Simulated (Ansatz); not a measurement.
# From PBE to G0W0: WSe2 (P6_3/mmc)

Wanted: the gap of WSe2 (P6_3/mmc) with a many-body correction, and the time that it takes.

Main program and level: Ansatz 0.2.0; PBE, then G0W0 on it, plane waves, PAW.

The database entry behind the starting cell differs from later determinations by our own check (a about 0.2 % long), so it need not match the best structure at ambient conditions.

### 1. Set-up

The structure is hexagonal, space group P6_3/mmc (No. 194). Conventional cell: a = 3.290 Å, b = 3.290 Å, c = 12.970 Å, α = 90.00°, β = 90.00°, γ = 120.00°. W has 6 Se at 2.53 Å nearest. Nearest to Se lie 3 W at 2.53 Å. Farther neighbours and most contacts between anions are not listed.

The cell and positions come from the Crystallography Open Database and are kept as given unless a step says otherwise. Spin-orbit coupling is left out unless a step names it. The default PAW set here is soft_2. Its files were made with PBE.

### 2. Bands along the symmetry lines

Levels along a band path and on the mesh show where this functional puts the band edges.

This step: DFT, PBE, plane waves, PAW.

File input.yaml:

```yaml
crystal:
  lattice:
    - [3.29, 0.0, 0.0]
    - [-1.645, 2.8492235785, 0.0]
    - [0.0, 0.0, 12.97]
  atoms:
    - { symbol: W, position: [0.3333333333, 0.6666666667, 0.25] }
    - { symbol: W, position: [0.6666666667, 0.3333333333, 0.75] }
    - { symbol: Se, position: [0.3333333333, 0.6666666667, 0.621] }
    - { symbol: Se, position: [0.6666666667, 0.3333333333, 0.121] }
    - { symbol: Se, position: [0.3333333333, 0.6666666667, 0.879] }
    - { symbol: Se, position: [0.6666666667, 0.3333333333, 0.379] }
kpoints:
  mp_grid: { grid: [12, 12, 2] }
  band_path:
    path:
      - [[0.0, 0.0, 0.0], [0.5, 0.0, 0.0], [0.33333333, 0.33333333, 0.0], [0.0, 0.0, 0.0], [0.0, 0.0, 0.5], [0.5, 0.0, 0.5], [0.33333333, 0.33333333, 0.5], [0.0, 0.0, 0.5]]
      - [[0.5, 0.0, 0.5], [0.5, 0.0, 0.0]]
      - [[0.33333333, 0.33333333, 0.5], [0.33333333, 0.33333333, 0.0]]
    npoints: 10
hamiltonian:
  xc: pbe
scf:
  occupations: { method: fermi_dirac, width: 0.02 }
  n_extra_bands: 6
output:
  eigenvalues: true
  write_density: true
  write_potential: true
  elf: true
  volumetric_format: npy
```

The run is started by

```console
ansatz run input.yaml --threads 4 --pin off --max-ram 138240MiB --backend cuda --events-out ev --progress --plain --runs-dir out --devices 1 --max-vram 26GiB  # rebuilt from the run's record
```

Numbers of over 12 decimals in the logs are rounded to 6 here.

The log of the run:

```text
scf.n_extra_bands = 6 over 46 filled bands (N_el = 92.0): the run solves 52 bands
GPUs: using 1 of 1 available (devices: 1).
Engine: ansatz 0.2.0, x86_64-unknown-linux-gnu
Pseudopotentials: kind: paw
Pseudopotential: W, paw, valence charge 14, recommended cutoff 420 eV (normal), W.paw.azcp
Pseudopotential: Se, paw, valence charge 16, recommended cutoff 420 eV (normal), Se.paw.azcp
Functional definition: PBE
  parameter kappa = 0.804
  parameter beta = 0.066725
  exchange = pbe_x(kappa = kappa, mu = beta*pi^2/3)
  correlation = pbe_c(beta = beta)
device memory: the entry about to start is reckoned to put 4.1 GiB on a device that reports 67.7 GiB free (of which the cap on the GPU budget leaves the run 26.0 GiB)
GPU FFT provider: cuFFT
GPU libraries: cuBLAS 13.8.2, cuFFT 12.4.0, cuSOLVER 12.3.4
Crystal: 6 atoms, lattice volume = 121.580 Å³
Basis set: ecut = 420 eV, 2419 PW (Γ)
Bands: 52, of which v1, the nominal top of the filled ones, is band 46 counted from 1 (45 counted from 0)
Symmetry: 24 space group operations
Space group: P63/mmc (ITA 194), of the structure as read, at distance tolerance 5.0e-5 Å
k-points: 38 of 288
Non-local potential: W, projectors of the file, l = 0: 3, l = 1: 2, l = 2: 2, l = 3: 1
Non-local potential: Se, projectors of the file, l = 0: 2, l = 1: 2, l = 2: 3, l = 3: 1
PAW form: soft (Blöchl's): semilocal exchange-correlation on the pseudo side does not see the compensation charge
PAW one-centre angular grid: W, 590 points (default); XC on 64 Gauss nodes
PAW one-centre angular grid: Se, 590 points (default); XC on 64 Gauss nodes
Initial density: superposition of atomic densities (neutral atoms: chi_scale 0, normalization atom), corrected by the library's trained network
Initial wavefunctions: pseudopotential atomic-orbital guess
GPU buffer pool allocated for 51840 grid points (all kernels)
GPU transforms: local potential and band sums: pruned to the plane-wave sphere, on 24×24×90
Functional: x = pbe(κ = 0.804, μ = 0.219515), c = pbe(β = 0.066725)
SCF iter   1: F=—  HF=-42649.195806 eV  |F-HF|=—  |Δ(HF+E_count)|=         —  Δρ=4.31e-3  dr2=5.43e-3  ethr=1.77e-3  ⟨swp⟩=6.0  Hψ=6975  notcnv=0
preconditioner: auto → Resta (q_TF=auto, 2.604 Å⁻¹)  ε∞=7.4  [insulator: Δε(μ)=0.971 eV  Ē_g=7.989 eV  σ=0.020 eV  W_gap=1.00  n_scr=40 (ndim 8)  ℏωp=20.2 eV  f_vac=0.044  D(μ)=0.00/eV (n_scr^D=0)  ε∞_Penn≈7.4]
SCF iter   2: F=—  HF=-42649.204456 eV  |F-HF|=—  |Δ(HF+E_count)|=   8.65e-3  Δρ=2.52e-3  dr2=1.82e-3  ethr=5.90e-6  ⟨swp⟩=2.0  Hψ=3480  notcnv=0  defer=19
SCF iter   3: F=—  HF=-42649.208912 eV  |F-HF|=—  |Δ(HF+E_count)|=   4.46e-3  Δρ=3.30e-4  dr2=2.88e-4  ethr=1.98e-6  ⟨swp⟩=2.0  Hψ=2870  notcnv=0  defer=19
SCF iter   4: F=—  HF=-42649.208990 eV  |F-HF|=—  |Δ(HF+E_count)|=   7.78e-5  Δρ=8.66e-5  dr2=3.67e-6  ethr=3.13e-7  ⟨swp⟩=2.0  Hψ=3600  notcnv=0  defer=19
SCF iter   5: F=—  HF=-42649.209008 eV  |F-HF|=—  |Δ(HF+E_count)|=   1.74e-5  Δρ=2.94e-5  dr2=6.24e-7  ethr=3.99e-9  ⟨swp⟩=2.0  Hψ=3395  notcnv=0  defer=19
SCF iter   6: F=-42649.209009 eV  HF=-42649.209009 eV  |F-HF|=6.74e-8  |Δ(HF+E_count)|=   1.64e-6  Δρ=7.42e-6  dr2=7.64e-8  ethr=1.09e-10  ⟨swp⟩=2.9  Hψ=6121  notcnv=0
SCF 1 converged in 6 iterations: F = -42649.209009 eV  dr2 = 7.64e-8
  greatest PAW one-centre occupation: 1.000 electrons in one spin orbital (limit 2), on the Se atom at site 2 (counted from 0), in its partial waves of l = 2
device memory: the entry about to start is reckoned to put 6.9 GiB on a device that reports 67.7 GiB free (of which the cap on the GPU budget leaves the run 26.0 GiB)
NSCF: frozen V_eff on 93 k-points, pencils in batches of 32, up to order 232
SCF converged after 6 iterations
Free energy (F): -42649.209009 eV
Harris-Foulkes:  -42649.209009 eV  (|F-HF|=6.74e-8)
Internal energy: -42649.209009 eV  (E = F + TS)
E sigma→0 (E₀):  -42649.209009 eV
Fermi energy:    13.426764 eV
--- Per-component energies (eV) ---
  E_band       = -1683.245191
  E_kinetic    = 1379.655177
  E_local      = -11426.392972  (includes V_loc(G=0)·N_el)
  E_nonlocal   = -2379.712502
  E_hartree    = 5496.521539
  E_xc         = -953.321397
  E_vxc        = -873.931565  (∫ρ·V_xc dr)
  E_paw        = -24771.110923  (= ΣΔE_a)
  E_vpaw       = 624.109434  (= ΣTr[D̂ρ^β])
  E_aug_tail   = -0.002475  (compensation charges beyond the density's cutoff)
  E_ewald      = -9994.845457
  E_smearing   = -0.000000  (= −TS)
  E_closure    = -0.000000  (closes the sum)
  Σ components = -42649.209009   (vs F -42649.209009, Δ=0.00e0)
--- Band table (eV; the first three rows and the last of 38) ---
  k-point 0: bands = [... 42 lower, 11.4570, 11.8529, 11.8903, 12.9575, 15.5965, 15.5965, 15.6470, 15.6470, ... 2 higher]
  k-point 1: bands = [... 42 lower, 11.4294, 11.4294, 12.7410, 12.7410, 15.6020, 15.6020, 15.6020, 15.6020, ... 2 higher]
  k-point 2: bands = [... 42 lower, 11.3931, 11.8773, 12.0810, 12.7852, 15.3666, 15.4010, 15.4479, 15.5227, ... 2 higher]
  k-point 37: bands = [... 42 lower, 10.2229, 10.2229, 12.6170, 12.6170, 14.2840, 14.2840, 15.3886, 15.3886, ... 2 higher]
```

Wall time 13 s (1 × NVIDIA H100 80GB HBM3 (shared by 3 runs) with 4 threads of AMD EPYC 7R13 (Zen 3), shared host); peak memory 1 GiB; 4.7 s of CPU time.

Numbers from this step:

```yaml
filled_bands: 46
gap: 0.9743 eV
valence_top_at: Γ
conduction_bottom_at: k = (0.167, 0.167, 0.000)
least_direct_gap: 1.527 eV
```

Over mesh and path the gap is 0.974 eV, from k = Γ to k = (0.167, 0.167, 0.000). The least direct gap found is 1.527 eV, at k = (0.333, 0.333, 0.000).

The electronic bands at the labelled points (eV, zero at the top of the highest nominally filled band):

```
    point  band 43  band 44  band 45  band 46  band 47  band 48  band 49  band 50
        Γ    -1.50    -1.10    -1.07     0.00     2.64     2.64     2.69     2.69
  halfway    -1.86    -1.52    -1.35    -1.22     1.33     1.99     2.24     2.26
        M    -1.43    -1.36    -1.28    -1.11     2.13     2.17     2.31     2.65
  halfway    -2.65    -2.26    -0.85    -0.57     1.84     1.96     2.54     2.63
        K    -2.55    -2.55    -0.45    -0.20     1.33     1.33     1.90     3.08
  halfway    -1.70    -1.49    -1.14    -1.10     0.97     1.86     2.03     2.05
        Γ    -1.50    -1.10    -1.07     0.00     2.64     2.64     2.69     2.69
  halfway    -1.51    -1.51    -0.55    -0.05     2.64     2.64     2.66     2.66
        A    -1.53    -1.53    -0.22    -0.22     2.64     2.64     2.64     2.64
  halfway    -1.90    -1.90    -1.23    -1.23     1.72     1.72     2.10     2.10
        L    -1.34    -1.34    -1.24    -1.24     2.14     2.14     2.51     2.51
  halfway    -2.54    -2.54    -0.70    -0.70     1.90     1.90     2.64     2.64
        H    -2.73    -2.73    -0.34    -0.34     1.33     1.33     2.43     2.43
  halfway    -1.66    -1.66    -1.12    -1.12     1.37     1.37     2.15     2.15
        A    -1.53    -1.53    -0.22    -0.22     2.64     2.64     2.64     2.64
jump to L    -1.34    -1.34    -1.24    -1.24     2.14     2.14     2.51     2.51
  halfway    -1.40    -1.32    -1.29    -1.15     2.13     2.16     2.38     2.61
        M    -1.43    -1.36    -1.28    -1.11     2.13     2.17     2.31     2.65
jump to H    -2.73    -2.73    -0.34    -0.34     1.33     1.33     2.43     2.43
  halfway    -2.63    -2.63    -0.42    -0.25     1.33     1.33     2.05     2.88
        K    -2.55    -2.55    -0.45    -0.20     1.33     1.33     1.90     3.08
```

Valence density in the ac plane at fractional y = 0.333, with atoms of W and Se within 0.2 Å of it. It is the smooth field of the valence electrons, not physical close to the nuclei.

Ten steps, logarithmic in the rise over the least value, from '0' (0 e/Å³) to '9' (30 e/Å³), each cell a mean:
```
00000000000000000
01111100000000000
11222111000000011
11121111111111111
11111112334444321
11111123556666542
11111113456665542
11111111223333211
11222111111111111
11111111000000001
00000000000000000
00000000000000000
00000000011111100
00000011234554321
11000112468998532
11001112357876432
11111111222222211
12222211111111111
11222111111111111
11111112233443221
11000112468997532
10000112357887532
00000001123332211
00000000000000000
```
Columns run along a (3.3 Å), rows up along c (13.0 Å). Atoms in or near the plane, at fractional coordinates: W at (0.67, 0.75), Se at (0.67, 0.12), Se at (0.67, 0.38).

ELF in the ac plane at fractional y = 0.333, with atoms of W and Se within 0.2 Å of it. It is the smooth field of the valence electrons, not physical close to the nuclei.

Values, 24 rows by 14 columns, each cell a mean:
```
0.22 0.34 0.40 0.38 0.29 0.16 0.08 0.05 0.04 0.04 0.04 0.04 0.06 0.11
0.59 0.68 0.72 0.70 0.64 0.49 0.31 0.16 0.08 0.05 0.06 0.10 0.21 0.40
0.66 0.70 0.71 0.71 0.68 0.60 0.48 0.33 0.21 0.17 0.18 0.25 0.39 0.55
0.63 0.66 0.66 0.66 0.64 0.58 0.45 0.33 0.25 0.23 0.23 0.27 0.37 0.52
0.36 0.46 0.51 0.49 0.41 0.30 0.29 0.40 0.53 0.59 0.56 0.47 0.33 0.27
0.21 0.28 0.35 0.33 0.24 0.27 0.52 0.67 0.51 0.26 0.37 0.62 0.63 0.38
0.23 0.32 0.38 0.36 0.26 0.25 0.44 0.63 0.61 0.49 0.54 0.64 0.55 0.32
0.49 0.56 0.59 0.58 0.53 0.41 0.31 0.29 0.36 0.41 0.39 0.32 0.28 0.34
0.66 0.68 0.68 0.68 0.67 0.61 0.50 0.36 0.26 0.22 0.23 0.29 0.42 0.56
0.66 0.71 0.73 0.72 0.68 0.58 0.43 0.27 0.16 0.12 0.13 0.19 0.33 0.52
0.49 0.62 0.66 0.65 0.56 0.39 0.22 0.10 0.05 0.03 0.03 0.06 0.13 0.28
0.10 0.16 0.20 0.19 0.13 0.08 0.07 0.10 0.15 0.18 0.17 0.12 0.08 0.07
0.18 0.07 0.03 0.04 0.12 0.31 0.51 0.67 0.76 0.79 0.78 0.72 0.60 0.42
0.53 0.23 0.09 0.13 0.38 0.68 0.80 0.84 0.83 0.81 0.82 0.84 0.83 0.76
0.62 0.37 0.19 0.25 0.51 0.72 0.76 0.66 0.42 0.25 0.31 0.54 0.73 0.76
0.59 0.36 0.22 0.27 0.49 0.69 0.74 0.68 0.52 0.39 0.44 0.60 0.72 0.73
0.32 0.20 0.15 0.17 0.26 0.43 0.56 0.61 0.60 0.58 0.59 0.61 0.59 0.51
0.21 0.26 0.31 0.30 0.25 0.21 0.23 0.25 0.25 0.25 0.25 0.26 0.24 0.21
0.22 0.22 0.24 0.24 0.23 0.25 0.32 0.37 0.37 0.37 0.37 0.38 0.35 0.28
0.44 0.25 0.17 0.19 0.34 0.55 0.66 0.68 0.64 0.60 0.62 0.67 0.68 0.63
0.62 0.39 0.23 0.28 0.52 0.71 0.74 0.64 0.40 0.23 0.30 0.52 0.71 0.74
0.60 0.33 0.15 0.20 0.48 0.72 0.78 0.74 0.59 0.46 0.51 0.67 0.78 0.77
0.43 0.16 0.06 0.09 0.29 0.60 0.77 0.84 0.86 0.87 0.86 0.85 0.81 0.70
0.09 0.05 0.04 0.04 0.06 0.15 0.29 0.44 0.56 0.62 0.60 0.51 0.37 0.21
```
Columns run along a (3.3 Å), rows up along c (13.0 Å). Atoms in or near the plane, at fractional coordinates: W at (0.67, 0.75), Se at (0.67, 0.12), Se at (0.67, 0.38).

(Continued in part 2 of 2.)

[Paths, hosts, dates, memory and timing lines, banners, echoed tables and standing remarks are left out of the program output.]

[Logs are printed without paths, hosts, clocks, repeated set-up lines and the standing remarks that a program may print on its own settings, such as how far it seeks lower states.]

[Runs of the session that timed out or met a known fault of the program may be left out.]

[Cells called generated may have been cut or substituted from an entry of the Crystallography Open Database or the Materials Project.]

[Hosts, paths, dates, database ids (printed as entryN), source tags and the programs' standing remarks are cut or masked in the printed files.]

[Where an RPA ε∞ is given, it is that of the G0W0 mesh and is not shown converged in it. Names of k-points follow the symmetry that the program found, which can be lower than the space group named. Band edges on a path are those of the sampled points; other points can move an edge, and change direct to indirect where valleys lie close.]

[Hybrid gaps are those of their k-mesh and are not shown converged in it.]
